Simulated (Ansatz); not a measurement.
# NiO2 monolayer (1T): the cell at rest

Wanted: the relaxed cell of NiO2 monolayer (1T).

Calculated with Ansatz 0.2.0; DFT PBEsol, scalar-relativistic, plane waves, PAW; PAW set soft_1.

### Step 1. Set-up

The cell holds 3 atoms: 1 Ni and 2 O. Cell: a = 2.970 Å, b = 2.970 Å, c = 20.000 Å, α = 90.0°, β = 90.0°, γ = 120.0°. It derives from NiO2. Vacuum lies along c.

Coordinates:

```cif
data_structure
_symmetry_space_group_name_H-M 'P 1'
_symmetry_Int_Tables_number 1
_cell_length_a 2.9700
_cell_length_b 2.9700
_cell_length_c 20.0000
_cell_angle_alpha 90.000
_cell_angle_beta 90.000
_cell_angle_gamma 120.000
_cell_volume 152.78
loop_
_atom_site_label
_atom_site_type_symbol
_atom_site_fract_x
_atom_site_fract_y
_atom_site_fract_z
_atom_site_occupancy
Ni1 Ni 0.00000 0.00000 0.50000 1
O2 O 0.33333 0.66667 0.55635 1
O3 O 0.66667 0.33333 0.44365 1
```

### Step 2. A coarse first look

A quick single point on a coarse mesh tells whether the cell has a gap and how far it is from rest, which sets the k mesh and smearing that follow.

The program solves this slab on a cell height of its own, 28.3 Å, in place of the one typed.

input.yaml

```yaml
crystal:
  lattice:
    - [2.97, 0.0, 0.0]
    - [-1.485, 2.5721, 0.0]
    - [0.0, 0.0, 20.0]
  atoms:
    - { symbol: Ni, position: [0.0, 0.0, 0.5] }
    - { symbol: O, position: [0.333333, 0.666667, 0.55635] }
    - { symbol: O, position: [0.666667, 0.333333, 0.44365] }
  periodic: [true, true, false]
kpoints:
  mp_grid: { grid: [9, 9, 1] }
hamiltonian:
  xc: pbesol
  pseudopotentials: { kind: paw, azcp: { folder: soft_1 }, xc_functional: pbe }
scf:
  occupations: { method: gaussian, width: 0.1 }
output:
  forces: true
  stress: true
  eigenvalues: true
```

Run with:

```
$ ansatz run input.yaml --threads 8 --pin off --max-ram 16384MiB --backend cpu --events-out ev --progress --plain --runs-dir out
```

Numbers of over 12 decimals in the logs are rounded to 6 here.

Log:

```text
[...]
--- Band table (eV; the first three rows and the last of 12) ---
  k-point 0: bands = [... 11 lower, -9.3816, -8.9930, -8.9930, -8.8521, -6.8829, -6.8829, -2.2084, -0.3743]
  k-point 1: bands = [... 11 lower, -9.3525, -9.2270, -8.8703, -8.6234, -7.1790, -6.9389, -1.7287, -0.0773]
  k-point 2: bands = [... 11 lower, -9.4983, -9.1501, -8.8128, -8.6293, -7.5935, -7.0201, -0.6009, 0.7386]
  k-point 11: bands = [... 11 lower, -10.5591, -9.5270, -8.9195, -8.9195, -7.3570, -7.3570, 2.9652, 4.2335]
[key lines of the parts left out:]
SCF converged after 10 iterations
Free energy (F): -6922.496309 eV
Fermi energy:    -8.097744 eV
P = ½ c Tr σ = -15.8294 N/m
```

Elapsed: 0.76 s, on 8 threads of Arm Neoverse V2, shared host; peak memory 0.55 GiB; 4.1 s of CPU time.

This run has no spin polarisation, although Ni can carry a moment.

This step gave:

| Item | Value |
| --- | --- |
| gap on the k-mesh | 1.010 eV |
| direct gap on mesh | 1.036 eV |
| area per atom | 2.546 Å² |

The coarse mesh shows a gap of 1.01 eV.

### Step 3. Rough relaxation

A rough relaxation comes first, because large forces or stress need no tight tolerances yet.

The program solves this slab on a cell height of its own, 28.3 Å, in place of the one typed.

input.yaml: that of step 2 with these lines changed.

```diff
@@ -21 +21,6 @@
   eigenvalues: true
+relax:
+  adjacent_minimum: "off"
+  f_tol: 0.05
+  max_steps: 80
+  cell: { stress_2d_tol: 0.02 }
```

Log:

```text
[...]
Crystal: 3 atoms, lattice volume = 216.249 Å³
Basis set: ecut = 420 eV, 4139 PW (Γ), exchange–correlation on 40×40×384 points (8 copies of the dense FFT grid, shifted against one another)
Bands: 19, of which v1, the nominal top of the filled ones, is band 15 counted from 1 (14 counted from 0)
Symmetry: 12 space group operations
[...]
F+E_penalty+E_count = -6923.84173701 eV   max|allowed force component| = 4.837e-4 eV/Å   (the final SCF, on the basis selected at the relaxed cell)
  cell:  # Å, volume = 189.9546 Å³
    - [2.783588, 0.0, 0]
    - [-1.391794, 2.410658, 0]
    - [0, 0, 28.308]
  atoms:
    - { symbol: Ni, position: [0, 0, 0.353257] }
    - { symbol: O, position: [0.333333, 0.666667, 0.386227] }
    - { symbol: O, position: [0.666667, 0.333333, 0.320287] }
[key lines of the parts left out:]
SCF converged after 7 iterations
Free energy (F): -6923.841737 eV
Fermi energy:    -7.367228 eV
P = ½ c Tr σ = -0.0041 N/m
```

Elapsed: 5.5 s, on 8 threads; peak memory 0.57 GiB.

The steps of the relaxation:

```tsv
step	energy less that of the first step (eV)	largest force component (eV/Å)	volume (Å³)
1	0.0000	3.4004	216.25
2	-0.9812	1.6701	209.25
3	-1.2443	1.5025	189.03
4	-1.3427	0.1701	193.54
5	-1.3508	0.0088	191.10
6	-1.3515	0.0061	190.35
7*	-1.3453	0.0050	190.35
8	-1.3456	0.0004	189.95
9*	-1.3454	0.0005	189.95
```

Relaxation steps marked * repeat the geometry before them on a plane-wave basis chosen anew for their cell, so energy and pressure can jump there.

Forces are held to the 12 operations that the run works with; a distortion that breaks them can't arise in this run.

```tsv
cell as run	before	after	change
a (Å)	2.970	2.784	-6.3 %
b (Å)	2.970	2.784	-6.3 %
```

The atoms that moved most (Å, along periodic axes as changes of fractional coordinates times the final cell, across vacuum about the mean position):

```tsv
atom	dx	dy	dz	length
O3	0.000	0.000	0.194	0.194
O2	0.000	0.000	-0.194	0.194
```

Final coordinates:

```xyz
3
Lattice="2.7836 0.0000 0.0000 -1.3918 2.4107 0.0000 0.0000 0.0000 28.3080" Properties=species:S:1:pos:R:3
Ni    0.0000    0.0000   10.0000
O     0.0000    1.6071   10.9333
O     1.3918    0.8036    9.0667
```

This step gave:

```yaml
gap_on_the_k_mesh: 1.363 eV
direct_gap_on_mesh: 1.510 eV
area_per_atom: 2.237 Å²
```

The relaxation ends with a largest force component of 4.8e-4 eV/Å.

### Step 4. Bringing the structure to rest

The cell and atoms are relaxed, since residual forces and stress would shift the frequencies.

input.yaml, the sections that differ from step 3:

```yaml
crystal:
  lattice:
    - [2.7835884301, 0.0, 0.0]
    - [-1.391794215, 2.4106582941, 0.0]
    - [0.0, 0.0, 28.308]
  atoms:
    - { symbol: Ni, position: [0.0, 0.0, 0.3532570298] }
    - { symbol: O, position: [0.3333333333, 0.6666666667, 0.3862273848] }
    - { symbol: O, position: [0.6666666667, 0.3333333333, 0.3202866749] }
  periodic: [true, true, false]
kpoints:
  mp_grid: { grid: [12, 12, 1] }
scf:
  occupations: { method: gaussian, width: 0.02 }
relax:
  adjacent_minimum: "off"
  f_tol: 0.005
  max_steps: 80
  cell: { stress_2d_tol: 0.02 }
# hamiltonian, output: as in step 3
```

Log:

```text
[...]
Crystal: 3 atoms, lattice volume = 189.955 Å³
Basis set: ecut = 420 eV, 3755 PW (Γ), exchange–correlation on 40×40×384 points (8 copies of the dense FFT grid, shifted against one another)
Bands: 19, of which v1, the nominal top of the filled ones, is band 15 counted from 1 (14 counted from 0)
[... 1 set-up line as in the run before ...]
[...]
k-points: 19 of 144
[...]
SCF iter   1: F=—  HF=-6925.276884 eV  |F-HF|=—  |Δ(HF+E_count)|=         —  Δρ=8.93e-2  dr2=1.06e1  ethr=3.10e-3  ⟨swp⟩=12.2  Hψ=2770  notcnv=0
[...]
SCF iter  10: F=-6923.841801 eV  HF=-6923.841801 eV  |F-HF|=4.28e-9  |Δ(HF+E_count)|=   2.94e-8  Δρ=2.95e-6  dr2=6.55e-9  ethr=3.33e-10  ⟨swp⟩=10.9  Hψ=2578  notcnv=0
SCF 1 converged in 10 iterations: F = -6923.841801 eV  dr2 = 6.55e-9
[...]
relax step   1: F+E_penalty+E_count = -6923.84180091 eV  Δ(F+E_penalty+E_count) = +0.000e0 eV  max|allowed force component| = 1.528e-4 eV/Å  Δτ_max = 0.0000 Å  P = -0.006 N/m  Ω = 189.955 Å³  fix = [c, alpha, beta]  reactions: c -0.000 N/m  (10 SCF iters, dr2 threshold 1.00e-7 eV, accepted)
[...]
SCF iter   1: F=—  HF=-6923.841729 eV  |F-HF|=—  |Δ(HF+E_count)|=         —  Δρ=2.62e-6  dr2=5.07e-9  ethr=1.74e-7  ⟨swp⟩=5.5  Hψ=4486  notcnv=0
eigensolver tolerance schedule: the retry pair's looser diagonalisation over-reported the residual by 10315.71 of it (diagonalisation noise at 1.38 of the residual, at the tolerance the schedule requests for it); recorded, not acted on — ethr = c·dr2/N_el stays at c = 1.0e-1
[...]
SCF iter   2: F=—  HF=-6923.841801 eV  |F-HF|=—  |Δ(HF+E_count)|=   7.14e-5  Δρ=1.85e-6  dr2=5.58e-9  ethr=1.69e-11  ⟨swp⟩=5.4  Hψ=1302  notcnv=0
[...]
SCF iter   7: F=-6923.841801 eV  HF=-6923.841801 eV  |F-HF|=6.37e-12  |Δ(HF+E_count)|=  6.28e-11  Δρ=2.71e-8  dr2=7.37e-13  ethr=1.00e-12  ⟨swp⟩=11.3  Hψ=2423  notcnv=0
SCF 2 converged in 7 iterations: F = -6923.841801 eV  dr2 = 7.37e-13
relax step   2: F+E_penalty+E_count = -6923.84180091 eV  Δ(F+E_penalty+E_count) = -1.393e-9 eV  max|allowed force component| = 1.432e-4 eV/Å  Δτ_max = 0.0000 Å  P = -0.006 N/m  Ω = 189.955 Å³  fix = [c, alpha, beta]  reactions: c -0.000 N/m  stress off target by 6.24e-3 N/m on what of the cell is left free  SCF on the basis re-selected at this cell (its energy is not comparable with the rows above)  (7 SCF iters)
basis re-selected at this cell: Δ(F+E_penalty+E_count) = -1.393e-9 eV, ΔP = +0.000 N/m vs the last step (what re-selecting the basis moved, of the pressure what is left beyond the Pulay correction that the steps carried, after the strain that the cell walked since its last selection, with what the two solves' SCF thresholds leave and, on support functions, any second-order correction that the steps lacked; it is no m [...]
SCF converged after 7 iterations
Free energy (F): -6923.841801 eV
[...]
Internal energy: -6923.841801 eV  (E = F + TS)
E sigma→0 (E₀):  -6923.841801 eV
Fermi energy:    -7.401820 eV
[...]
--- Forces (eV/Å), atoms counted from 1 ---
  atom   1  Ni     0.00000000     0.00000000     0.00000000
  atom   2  O     -0.00000000    -0.00000000    -0.00014315
  atom   3  O      0.00000000     0.00000000     0.00014315
  max |Σ_I F_I| component: 9.25e-18 eV/Å
--- 2D stress c σ (N/m, compression-positive) ---
       -0.006241      -0.000000       0.000000
       -0.000000      -0.006241      -0.000000
        0.000000       0.000000       0.000000
  P = ½ c Tr σ = -0.0062 N/m
--- Band table (eV; the first three rows and the last of 19) ---
  k-point 0: bands = [... 11 lower, -9.3850, -9.0460, -9.0460, -8.1246, -5.5946, -5.5946, -0.6930, -0.2642]
  k-point 1: bands = [... 11 lower, -9.2444, -9.1408, -8.8937, -8.0645, -5.8370, -5.6516, -0.4656, -0.0923]
  k-point 2: bands = [... 11 lower, -9.3366, -8.8410, -8.7102, -8.0735, -6.3869, -5.7687, 0.1525, 0.4145]
  k-point 18: bands = [... 11 lower, -10.8440, -9.7452, -8.6793, -8.6793, -6.3877, -6.3877, 6.5017, 6.6217]
--- Relaxed structure (1 steps of the walk, 1 accepted, 1 SCFs on fresh bases) ---
[...]
cell:  # Å, volume = 189.9546 Å³
    - [2.783588, -2.8867495460009696e-11, 0.0]
    - [-1.391794, 2.410658, 0.0]
    - [0.0, 0.0, 28.308]
  atoms:
    - { symbol: Ni, position: [0.0, 0.0, 0.353257] }
    - { symbol: O, position: [0.333333, 0.666667, 0.386227] }
    - { symbol: O, position: [0.666667, 0.333333, 0.320287] }
```

Elapsed: 1.8 s, on 8 threads; peak memory 0.57 GiB.

Little changed from the start: no atom moved by 0.005 Å and no cell edge by 0.1 %.

This step gave:

```yaml
gap_on_the_k_mesh: 1.303 eV
direct_gap_on_mesh: 1.530 eV
```

### Step 5. Tight relaxation

Phonons need a cell at rest on their own settings, so the relaxation is repeated with tight tolerances on forces and stress on the k mesh and occupations of the first response run.

input.yaml: that of step 4 with these lines changed.

```diff
@@ -16,3 +16,3 @@
 scf:
-  occupations: { method: gaussian, width: 0.02 }
+  occupations: { method: fixed }
 output:
@@ -23,4 +23,4 @@
   adjacent_minimum: "off"
-  f_tol: 0.005
-  max_steps: 80
-  cell: { stress_2d_tol: 0.02 }
+  f_tol: 0.001
+  max_steps: 60
+  cell: { stress_2d_tol: 0.002 }
```

Log:

```text
[...]
Crystal: 3 atoms, lattice volume = 189.955 Å³
Basis set: ecut = 420 eV, 3755 PW (Γ), exchange–correlation on 40×40×384 points (8 copies of the dense FFT grid, shifted against one another)
Bands: 19, of which v1, the nominal top of the filled ones, is band 15 counted from 1 (14 counted from 0)
[... 1 set-up line as in the run before ...]
[...]
k-points: 19 of 144
[...]
--- Relaxed structure (3 steps of the walk, 3 accepted, 1 SCFs on fresh bases) ---
[...]
cell:  # Å, volume = 189.9434 Å³
    - [2.783506, -2.8866645365740126e-11, 0]
    - [-1.391753, 2.410587, 0]
    - [0, 0, 28.308]
  atoms:
    - { symbol: Ni, position: [0, 0, 0.353257] }
    - { symbol: O, position: [0.333333, 0.666667, 0.386229] }
    - { symbol: O, position: [0.666667, 0.333333, 0.320286] }
[key lines of the parts left out:]
SCF converged after 8 iterations
Free energy (F): -6923.841797 eV
Fermi energy:    -8.053324 eV
P = ½ c Tr σ = -0.0004 N/m
```

It took 3.1 s on 8 threads; peak memory 0.58 GiB; 20 s of CPU time.

Little changed from the start: no atom moved by 0.005 Å and no cell edge by 0.1 %.

This step gave:

| Quantity | Value |
| --- | --- |
| direct gap on mesh | 1.531 eV |

The largest force component left is 0.047 meV/Å, within the tolerances set.

### Step 6. Results

```
space group after relaxation (within 0.01 Å) : P-3m1
lattice constant a                           : 2.784 Å
lattice constant b                           : 2.784 Å
area per atom                                : 2.24 Å²
gap on the k-mesh                            : 1.30 eV
```

What this shows: The largest force component left is 0.047 meV/Å, within the tolerances set. The relaxation keeps the symmetry of its start, so it says nothing on stability against lower symmetry. The PAW files were made for PBE and serve the other functionals too. The starting cell was built on a prototype and not taken from a measurement.

[Logs are printed without paths, hosts, clocks, repeated set-up lines and the standing remarks that a program may print on its own settings, such as how far it seeks lower states.]

[Hosts, paths, dates, database ids (printed as entryN), source tags and the programs' standing remarks are cut or masked in the printed files.]
